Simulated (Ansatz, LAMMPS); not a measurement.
# Relaxing amorphous 43ZrO2-57SiO2 (mol %) (84 atoms), part 3 of 4

How does amorphous 43ZrO2-57SiO2 (mol %) (84 atoms) relax, and what do bonds, charges and levels look like afterwards?

Ansatz 0.2.0; Kohn-Sham DFT, PBE, PAW (set soft_2), plane waves.

The cell: 12 Zr, 16 Si and 56 O. The quench rate of 50 K/ps is many orders above laboratory rates. The network of bonds at the start is that of the classical potential that made the cell. Only the Γ point is sampled in the main run, in a cell whose shortest periodic width is 11 Å.

So far. Step 4 (Cell and atoms relaxed): The relaxation changed the energy by -61.5 meV/atom, and atoms moved by 0.18 Å r.m.s., 0.56 Å at most.

## 6. Single point at the relaxed geometry

One more single point at the end of the walk gives the fuller output and checks the residual forces.

Input file input.yaml:

```yaml
crystal:
  lattice:
    - [10.78163, 0.2518, 0.21136]
    - [0.2518, 10.38915, 0.0679]
    - [0.21136, 0.0679, 10.47361]
  atoms:
    - { symbol: Zr, position: [0.84379, 0.13094, 0.04759] }
    - { symbol: Zr, position: [0.03826, 0.51383, 0.80793] }
    - { symbol: Zr, position: [0.63305, 0.83975, 0.16191] }
    - { symbol: Zr, position: [0.69207, 0.17754, 0.51094] }
    - { symbol: Zr, position: [0.69006, 0.97472, 0.77426] }
    - { symbol: Zr, position: [0.4397, 0.84111, 0.91605] }
    - { symbol: Zr, position: [0.91979, 0.6161, 0.10523] }
    - { symbol: Zr, position: [0.30841, 0.01391, 0.35865] }
    - { symbol: Zr, position: [0.69405, 0.7757, 0.51698] }
    - { symbol: Zr, position: [0.70438, 0.65674, 0.87322] }
    - { symbol: Zr, position: [0.1212, 0.90714, 0.14754] }
    - { symbol: Zr, position: [0.3746, 0.51614, 0.80348] }
    - { symbol: Si, position: [0.02368, 0.67795, 0.51216] }
    - { symbol: Si, position: [0.56551, 0.12177, 0.22037] }
    - { symbol: Si, position: [0.47758, 0.20958, 0.72349] }
    - { symbol: Si, position: [0.92687, 0.23884, 0.34107] }
    - { symbol: Si, position: [0.28778, 0.57894, 0.47837] }
    - { symbol: Si, position: [0.22087, 0.48565, 0.09229] }
    - { symbol: Si, position: [0.20771, 0.32489, 0.34837] }
    - { symbol: Si, position: [0.1879, 0.79127, 0.83896] }
    - { symbol: Si, position: [0.78967, 0.34317, 0.78962] }
    - { symbol: Si, position: [0.21948, 0.22396, 0.82342] }
    - { symbol: Si, position: [0.01161, 0.02101, 0.76466] }
    - { symbol: Si, position: [0.41564, 0.8638, 0.63131] }
    - { symbol: Si, position: [0.9897, 0.97709, 0.46691] }
    - { symbol: Si, position: [0.83789, 0.50643, 0.39274] }
    - { symbol: Si, position: [0.34762, 0.13045, 0.06773] }
    - { symbol: Si, position: [0.35156, 0.70124, 0.23172] }
    - { symbol: O, position: [0.6298, 0.8628, 0.938] }
    - { symbol: O, position: [0.73353, 0.77241, 0.71779] }
    - { symbol: O, position: [0.78657, 0.26448, 0.92846] }
    - { symbol: O, position: [0.9353, 0.37308, 0.76322] }
    - { symbol: O, position: [0.47178, 0.35908, 0.76625] }
    - { symbol: O, position: [0.83316, 0.34487, 0.42261] }
    - { symbol: O, position: [0.73887, 0.69815, 0.07414] }
    - { symbol: O, position: [0.3296, 0.46893, 0.9843] }
    - { symbol: O, position: [0.22747, 0.37066, 0.20038] }
    - { symbol: O, position: [0.19235, 0.37618, 0.78673] }
    - { symbol: O, position: [0.58165, 0.13047, 0.80873] }
    - { symbol: O, position: [0.70836, 0.98638, 0.57507] }
    - { symbol: O, position: [0.06739, 0.87437, 0.79649] }
    - { symbol: O, position: [0.2956, 0.20083, 0.38631] }
    - { symbol: O, position: [0.388, 0.62371, 0.36314] }
    - { symbol: O, position: [0.83108, 0.51414, 0.23885] }
    - { symbol: O, position: [0.31496, 0.81608, 0.74889] }
    - { symbol: O, position: [0.17134, 0.69082, 0.47755] }
    - { symbol: O, position: [0.99561, 0.01796, 0.06399] }
    - { symbol: O, position: [0.24828, 0.62187, 0.1619] }
    - { symbol: O, position: [0.88924, 0.0972, 0.41364] }
    - { symbol: O, position: [0.97236, 0.56938, 0.41805] }
    - { symbol: O, position: [0.50198, 0.65119, 0.86432] }
    - { symbol: O, position: [0.73612, 0.58819, 0.48057] }
    - { symbol: O, position: [0.68241, 0.0462, 0.12809] }
    - { symbol: O, position: [0.50269, 0.92031, 0.73982] }
    - { symbol: O, position: [0.70735, 0.47877, 0.80848] }
    - { symbol: O, position: [0.75118, 0.25914, 0.667] }
    - { symbol: O, position: [0.34666, 0.56896, 0.61651] }
    - { symbol: O, position: [0.22971, 0.4422, 0.44374] }
    - { symbol: O, position: [0.00494, 0.76493, 0.16277] }
    - { symbol: O, position: [0.70409, 0.82004, 0.32745] }
    - { symbol: O, position: [0.46172, 0.20377, 0.13636] }
    - { symbol: O, position: [0.51963, 0.19522, 0.57254] }
    - { symbol: O, position: [0.07752, 0.49944, 0.03896] }
    - { symbol: O, position: [0.0979, 0.13348, 0.81388] }
    - { symbol: O, position: [0.24617, 0.06909, 0.16891] }
    - { symbol: O, position: [0.41921, 0.00864, 0.99687] }
    - { symbol: O, position: [0.89115, 0.23253, 0.19378] }
    - { symbol: O, position: [0.23235, 0.83999, 0.97864] }
    - { symbol: O, position: [0.63361, 0.1988, 0.32677] }
    - { symbol: O, position: [0.3348, 0.1579, 0.7375] }
    - { symbol: O, position: [0.86931, 0.02759, 0.82981] }
    - { symbol: O, position: [0.0151, 0.02933, 0.60837] }
    - { symbol: O, position: [0.1879, 0.63724, 0.83662] }
    - { symbol: O, position: [0.49284, 0.99391, 0.27657] }
    - { symbol: O, position: [0.89564, 0.60995, 0.91027] }
    - { symbol: O, position: [0.0024, 0.6293, 0.6573] }
    - { symbol: O, position: [0.27837, 0.83808, 0.2628] }
    - { symbol: O, position: [0.26426, 0.21732, 0.97086] }
    - { symbol: O, position: [0.10194, 0.97916, 0.35901] }
    - { symbol: O, position: [0.945, 0.82362, 0.48534] }
    - { symbol: O, position: [0.33518, 0.95025, 0.53554] }
    - { symbol: O, position: [0.47229, 0.74301, 0.13799] }
    - { symbol: O, position: [0.06477, 0.27797, 0.36796] }
    - { symbol: O, position: [0.51331, 0.77032, 0.54919] }
kpoints:
  mp_grid: { grid: [1, 1, 1] }
hamiltonian:
  xc: pbe
scf:
  occupations: { method: fermi_dirac, width: 0.025 }
output:
  forces: true
  stress: true
  populations: true
  dos:
    method: { smearing: { sigma: 0.08 } }
    de: 0.05
    projected: { site_lists: { O: [O], Si: [Si], Zr: [Zr] } }
  eigenvalues: true
  write_density: true
  write_potential: true
  volumetric_format: npy
```

Started as:

```bash
$ ansatz run input.yaml --threads 4 --pin off --max-ram 8192MiB --backend cpu --events-out ev --progress --plain --runs-dir out
```

Numbers of over 12 decimals in the logs are rounded to 6 here.

The program printed:

```text
[...]
Crystal: 84 atoms, lattice volume = 1171.999 Å³
Basis set: ecut = 420 eV, 22927 PW (Γ), exchange–correlation on 150×144×144 points (8 copies of the dense FFT grid, shifted against one another)
Bands: 356, of which v1, the nominal top of the filled ones, is band 272 counted from 1 (271 counted from 0)
Symmetry: 1 space group operations
[...]
k-points: 1
[...]
SCF iter   1: F=—  HF=-92262.406425 eV  |F-HF|=—  |Δ(HF+E_count)|=         —  Δρ=2.93e-3  dr2=9.63e-2  ethr=1.77e-3  ⟨swp⟩=6.0  Hψ=1406  notcnv=0  defer=51
[...]
SCF iter  10: F=-92262.404111 eV  HF=-92262.404111 eV  |F-HF|=3.59e-8  |Δ(HF+E_count)|=   3.75e-8  Δρ=2.46e-6  dr2=6.92e-8  ethr=1.84e-11  ⟨swp⟩=17.0  Hψ=2957  notcnv=0
SCF 1 converged in 10 iterations: F = -92262.404111 eV  dr2 = 6.92e-8
[...]
WARN: The input density's exchange-correlation potential varies sharply where the density is thin. Do not read a vacuum level from v_tot or v_xc, or from such a field of the output density. On a cell that repeats whose density bears no net charge and no dipole along the vacuum's axis use v_es (v_loc + v_h of the components); [...]
SCF converged after 10 iterations
Free energy (F): -92262.404111 eV
[...]
Internal energy: -92262.404111 eV  (E = F + TS)
E sigma→0 (E₀):  -92262.404111 eV
Fermi energy:    6.520820 eV
[...]
--- Forces (eV/Å), atoms counted from 1 ---
  atom   1  Zr     0.01350000    -0.00477518     0.02709502
  atom   2  Zr     0.00525634    -0.00375703     0.00775326
  atom   3  Zr    -0.00525721     0.00042560    -0.00870588
  atom   4  Zr    -0.00379860     0.00254141    -0.00916931
  atom   5  Zr     0.01919027     0.02568994    -0.00251292
  atom   6  Zr     0.00042100     0.00551674     0.00862458
  atom   7  Zr    -0.00270999     0.00261647     0.00648208
  atom   8  Zr    -0.00258877    -0.00463590     0.00266148
  atom   9  Zr    -0.02151006     0.00423096     0.00744453
  atom  10  Zr     0.00198383    -0.00594140     0.00193664
  atom  11  Zr     0.00715972    -0.00133468    -0.00478833
  atom  12  Zr    -0.00058981    -0.00022995     0.00411935
  atom  13  Si     0.00585213     0.00398641     0.00117729
  atom  14  Si     0.01078497    -0.01919404     0.00899270
[...]
atom  83  O      0.00049751     0.00433898     0.00335060
  atom  84  O      0.02374087    -0.00283594     0.00045505
  max |Σ_I F_I| component: 6.23e-5 eV/Å
--- Stress (GPa, compression-positive) ---
        0.026889      -0.013476       0.009375
       -0.013475       0.007074      -0.004568
        0.009374      -0.004569       0.003666
  P = ⅓ Tr σ = 0.0125 GPa (0.125 kbar)
--- Band table (eV) ---
[...]
--- Löwdin populations: 84 sites ---
  site symbol       q [e]
     0     Zr     10.4336
     1     Zr     10.4521
     2     Zr     10.4952
[...]
83      O      6.6725
  spilling = 0.008800 (of n_electrons = 544.000000)
```

It took 23 s on 4 threads of Arm Neoverse V1, shared host; peak memory 1.5 GiB; 86 s of CPU time.

The program notes that the exchange-correlation potential is rough where the density is thin.

Read from the output:

```
free energy                                      : -92262.4041 eV
free energy per atom                             : -1098.3620 eV/atom
SCF cycles                                       : 10
pressure                                         : 0.01254 GPa
r.m.s. force component                           : 0.00772 eV/Å
longest force                                    : 0.03579 eV/Å
Fermi energy                                     : 6.521 eV
gap (highest filled to lowest empty level) : 3.88 eV
spilling of the projection                       : 0.0088
```

Löwdin charges by element and coordination (they lack the spilled electrons, 0.057 e an atom on average):

```tsv
element	coordination	atoms	mean charge (e)	spread	least	most
O	all	56	-0.734	0.0478	-0.798	-0.615
O	2	34	-0.730	0.0521	-0.798	-0.615
O	3	21	-0.743	0.0387	-0.782	-0.658
O	4	1	-0.691	0	-0.691	-0.691
Si	all	16	1.72	0.025	1.67	1.77
Zr	all	12	1.53	0.0317	1.47	1.59
Zr	5	2	1.55	0.0196	1.53	1.57
Zr	6	9	1.54	0.0281	1.49	1.59
Zr	7	1	1.47	0	1.47	1.47
```

States in the cell by windows of 1 eV, zero at the Fermi level; the larger projections on atomic orbitals stand beside the total:

```tsv
from (eV)	to (eV)	total	O p	Zr d	Si p
-10	-9	7.9	5.3	0.1	0.6
-9	-8	11.4	7.9	0.3	1.2
-8	-7	20.9	15.1	1.3	2.6
-7	-6	37.3	27.6	3.7	3.7
-6	-5	53.1	41.5	5.7	2.8
-5	-4	62.4	53.2	5.1	1.4
-4	-3	74.1	66.8	4.0	1.0
-3	-2	56.9	53.7	1.6	0.5
-2	-1	4.0	3.8	0.1	0.0
-1	1	0.0	0.0	0.0	0.0
1	2	1.7	0.2	1.4	0.0
2	3	28.6	3.2	22.3	0.5
3	4	40.9	5.9	29.7	1.2
4	5	24.6	3.6	12.7	1.6
```

Between -26 and -10 eV lie 120 more states.

The stored curve holds about 448 of the 544 electrons; the rest, give or take the few that broadening carries across the Fermi level, lie in deeper levels below its range.

The levels nearest the highest filled one (over half full), pooled over k-points and spins:

```tsv
level less the highest filled one (eV)	occupation
-0.329	2
-0.198	2
-0.160	2
-0.120	2
-0.014	2
0	2
3.88	0
4.03	0
4.12	0
4.16	0
4.40	0
4.42	0
```

Electrostatic potential energy in the ab plane at fractional z = 0.790, with atoms of Zr and Si and O within 0.2 Å of it. With pseudopotentials it is smooth inside the atoms' cores, unlike the true potential.

Ten even steps from '0' (-52 eV) to '9' (12 eV), each cell a mean:
```
346899999999998888500015887875
754799999999986478730036899998
621388889899887689876678999999
832465576468888899998889999999
987752255348888999999889999999
999863367789999999998889999999
999987788999999999987778999999
999986689999999999876568899999
888974489888899999986567899999
556787788754578999988778999987
001589997400047999998789999974
000379987300027999994358999973
101589998510158999983137999985
656775589866677999997556788767
888851159998743599999741156324
999972259999832499999620026435
999986578999975799999741147889
999984225899877789999986679999
999873004788864689999999999999
985465335658865664699999999999
863248778668988741279999999999
564469999999999963478889998886
025899999999999998764568854562
005899999999999998620026853551
```
Columns run along a (10.8 Å; values clipped at the 3rd and 97th percentile), rows up along b (10.4 Å). Atoms in or near the plane, at fractional coordinates: Zr at (0.04, 0.51), Zr at (0.69, 0.97), Zr at (0.37, 0.52), Si at (0.79, 0.34), O at (0.19, 0.38), O at (0.58, 0.13), O at (0.07, 0.87), O at (0.71, 0.48).

Valence density in the ab plane at fractional z = 0.790, with atoms of Zr and Si and O within 0.2 Å of it. It is the smooth field of the valence electrons, not physical close to the nuclei.

Ten even steps from '_' (0.0 e/Å³) to '@' (6.3 e/Å³), each cell a mean:
```
__....______________________....____..==****==..__......____
..--==::__________________..::--::____::++++--______________
::%%@@++..________..________::::..______....________________
..++##==..____..::==::..____________________________________
__......______..--++--..__________________....______________
________________..::..____________________....______________
__________________________________________....______________
________..::::..________________________......______________
________..==--..______________..__________..________________
......__..::::..____..::..__________________________________
++++==..__________::++++==::____________......____________::
**++++::__________::**++**--__________..==**==..__________::
==++==..__________..==++==::__________..**@@**..__________..
......__..----..______........__________::----..____..::::::
..______--@@@@==________..==##--____________..______::++##==
________::**##--________..++%%==..__________________::==**--
__________..::..__________::--..______________________....__
____________________________________________________________
__________________....______________________________________
__..--==::..____..::--..______..::==--..____________________
__::##%%==..____..::::..______..++@@##::____________________
__..==++::______________________::++++..____________..______
____....__________________________......::..____..--==::..__
____________________________________..--++++--....--++--..__
```
Columns run along a (10.8 Å), rows up along b (10.4 Å). Atoms in or near the plane, at fractional coordinates: Zr at (0.04, 0.51), Zr at (0.69, 0.97), Zr at (0.37, 0.52), Si at (0.79, 0.34), O at (0.19, 0.38), O at (0.58, 0.13), O at (0.07, 0.87), O at (0.71, 0.48).

Mean Löwdin charges: O -0.73, Si +1.72, Zr +1.53 e (they miss 0.88 % of the electrons, so they add up to more than the cell's charge). The largest share in the top eV of filled states is O p (95 % of the projected weight), and in the lowest eV of empty states Zr d (81 % of the projected weight).

A closer look about Zr1, which has 5 bonded neighbours where the commonest count for Zr is 6: 10 atoms, nearest first, numbered in the order of the input, with positions taken from that point.

```tsv
atom	x	y	z	distance (Å)	bonds	Löwdin charge (e)
Zr1	0.00	0.00	0.00	0.00	5	1.57
O31	-0.61	1.36	-1.25	1.95	2	-0.70
O67	0.57	1.08	1.55	1.97	2	-0.69
O47	1.61	-1.13	0.20	1.98	2	-0.63
O53	-1.74	-0.92	0.80	2.13	3	-0.75
O71	0.20	-1.08	-2.28	2.53	3	-0.78
Si14	-2.97	-0.15	1.75	3.45	4	1.67
Si16	0.98	1.16	3.10	3.45	4	1.73
Si21	-0.58	2.17	-2.70	3.51	4	1.69
Si23	1.72	-1.12	-2.94	3.58	4	1.75
```

The column of bonds counts only the pairs O-Si within 2.12 Å, O-Zr within 2.98 Å; other neighbours, such as metal atoms beside each other in a compound, aren't counted, and periodic images can show an atom twice.

## 7. K-mesh 2×2×2

A denser mesh tests the sampling of the Brillouin zone.

Edit input.yaml of step 6 so:

```diff
@@ -8,3 +8,3 @@
 kpoints:
-  mp_grid: { grid: [1, 1, 1] }
+  mp_grid: { grid: [2, 2, 2] }
 hamiltonian:
@@ -22,4 +22 @@
   eigenvalues: true
-  write_density: true
-  write_potential: true
-  volumetric_format: npy
```

The program printed:

```text
[...]
Crystal: 84 atoms, lattice volume = 1171.999 Å³
Basis set: ecut = 420 eV, 22927 PW (Γ), exchange–correlation on 150×144×144 points (8 copies of the dense FFT grid, shifted against one another)
Bands: 356, of which v1, the nominal top of the filled ones, is band 272 counted from 1 (271 counted from 0)
Symmetry: 1 space group operations
[...]
k-points: 8
[...]
SCF iter   1: F=—  HF=-92262.444390 eV  |F-HF|=—  |Δ(HF+E_count)|=         —  Δρ=2.91e-3  dr2=9.50e-2  ethr=1.77e-3  ⟨swp⟩=6.0  Hψ=11619  notcnv=0  defer=243
[...]
SCF iter   9: F=—  HF=-92262.441419 eV  |F-HF|=—  |Δ(HF+E_count)|=   1.84e-7  Δρ=4.23e-6  dr2=2.30e-7  ethr=3.06e-10  ⟨swp⟩=2.0  Hψ=3618  notcnv=0  defer=635
SCF iter  10: F=-92262.441419 eV  HF=-92262.441419 eV  |F-HF|=3.54e-8  |Δ(HF+E_count)|=   3.19e-8  Δρ=2.41e-6  dr2=6.66e-8  ethr=1.84e-11  ⟨swp⟩=12.5  Hψ=15140  notcnv=0
SCF 1 converged in 10 iterations: F = -92262.441419 eV  dr2 = 6.66e-8
[...]
SCF converged after 10 iterations
Free energy (F): -92262.441419 eV
[...]
Internal energy: -92262.441419 eV  (E = F + TS)
E sigma→0 (E₀):  -92262.441419 eV
Fermi energy:    6.534927 eV
[...]
Σ components = -92262.441419   (vs F -92262.441419, Δ=0.00e0)
--- Forces (eV/Å), atoms counted from 1 ---
  atom   1  Zr     0.01123553    -0.02459864     0.03296296
  atom   2  Zr     0.02261936    -0.01778700     0.01736645
  atom   3  Zr     0.03957828    -0.02198392    -0.02471972
  atom   4  Zr    -0.00062491     0.00457277    -0.00282183
[...]
atom  84  O      0.03692287    -0.00732239     0.00220256
  max |Σ_I F_I| component: 6.43e-5 eV/Å
--- Stress (GPa, compression-positive) ---
        0.032919      -0.008382       0.004773
       -0.008382       0.018389      -0.006733
        0.004773      -0.006734       0.017766
  P = ⅓ Tr σ = 0.0230 GPa (0.230 kbar)
--- Band table (eV; the first three rows and the last of 8) ---
[...]
--- Löwdin populations: 84 sites ---
  site symbol       q [e]
     0     Zr     10.4346
     1     Zr     10.4527
     2     Zr     10.4931
[...]
83      O      6.6720
  spilling = 0.008801 (of n_electrons = 544.000000)
```

Elapsed: 3.5 min, on 4 threads; peak memory 5.4 GiB; 14 min of CPU time.

The program notes that it cut back its work space to fit the memory limit.

Geometry and reference: those of the single point at the relaxed geometry.

Forces differ from those of the single point at the relaxed geometry by 9.7 meV/Å r.m.s.; the energy by -0.44 meV/atom and the gap by -0.036 eV. It took 3.5 min and 10 cycles; the reference's time can't be set against it, since the two runs asked for unlike analyses.

[end of part 3 of 4]

[Logs are printed without paths, hosts, clocks, repeated set-up lines and the standing remarks that a program may print on its own settings, such as how far it seeks lower states.]

[Hosts, paths, dates, database ids (printed as entryN), source tags and the programs' standing remarks are cut or masked in the printed files.]
